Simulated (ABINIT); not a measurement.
Entries from a set of simulations; values are calculated unless marked as measured.

**GaN (F-43m): G0W0 with ABINIT, start to end**

The structure is cubic, space group F-43m (No. 216). The conventional cell has a = 4.507 Å, b = 4.507 Å, c = 4.507 Å, α = 90.00°, β = 90.00°, γ = 90.00°. Ga has 4 N at 1.95 Å nearest. Nearest to N lie 4 Ga at 1.95 Å. Farther neighbours, and contacts between anions beyond the nearest, are not listed.

```xyz
2
Lattice="0.0000 2.2535 2.2535 2.2535 0.0000 2.2535 2.2535 2.2535 0.0000" Properties=species:S:1:pos:R:3 pbc="T T T"
Ga    0.0000    0.0000    0.0000
N     3.3803    3.3803    3.3803
```

| Item | Value |
| --- | --- |
| method | RPA screening on LDA, plane waves, norm-conserving pseudopotentials (and 2 further levels or steps) |
| program | ABINIT 10.8.3 |
| settings | cutoff 45 Ha, PseudoDojo scalar-relativistic 0.4.1 stringent, norm-conserving, ngkpt (4, 4, 4), nband 30, ecuteps 4 Ha, inclvkb 2, shiftk (0, 0, 0), symchi 1, awtr 1, frequency ppm, 4×4×4 k-mesh |
| cost | 5 runs, 35 s in all on 4 MPI ranks of Arm Neoverse V2, shared host |
| notes | The cell and positions are those that the Materials Project relaxed with its own functionals (PBE, PBE+U or r2SCAN), kept fixed. This is not the form that GaN usually takes at ambient conditions. Limits: no spin-orbit coupling. The 4×4×4 mesh is coarse for this cell, which bears on the long-range parts of exchange and screening. |
| LDA gap | 1.75 eV, direct |
| G0W0 gap on the mesh | 2.82 eV |
| GW settings | 4×4×4 mesh, 30 bands, screening to 108.8 eV, Godby-Needs plasmon pole |
| known limits | short of the basis limit; no spin-orbit coupling; coarse k mesh |

G0W0 moves the gap on the mesh from 1.75 eV to 2.82 eV (+1.06 eV), with Z of 0.79 and 0.82 at the edges. Local fields lower the RPA ε∞ on this mesh from 9.72 to 9.14; a Γ-centred mesh this coarse tends to raise both, most where the direct gap is narrow, while a short band sum lowers them.

[Long decimals in the printed logs are rounded to 6 places.]

[Logs are printed without paths, hosts, clocks, repeated set-up lines and the standing remarks that a program may print on its own settings, such as how far it seeks lower states.]

[Paths, hosts, dates, memory and timing lines, banners, echoed tables and standing remarks are left out of the program output; an Ansatz launch command may be rebuilt from the run's recorded settings. Measured values are a selection of at most five: reports struck by readers or far from the other reports are left out. None is set beside runs whose start may be inverted or whose files or cutoffs have a known fault.]

[Runs of the session that timed out or met a known fault of the program may be left out.]

[Hosts, paths, dates, database ids (printed as entryN), source tags and the programs' standing remarks are cut or masked in the printed files.]

[G0W0 gaps are taken among the corrected bands and points alone; a level outside them can change the order at an edge.]

[Where Ansatz stands beside ABINIT at settings called matched, ABINIT's density can come from a denser mesh and the files from another edition; pairs whose starting gaps differed by over 0.03 eV were left out, so agreement reads better than it is.]
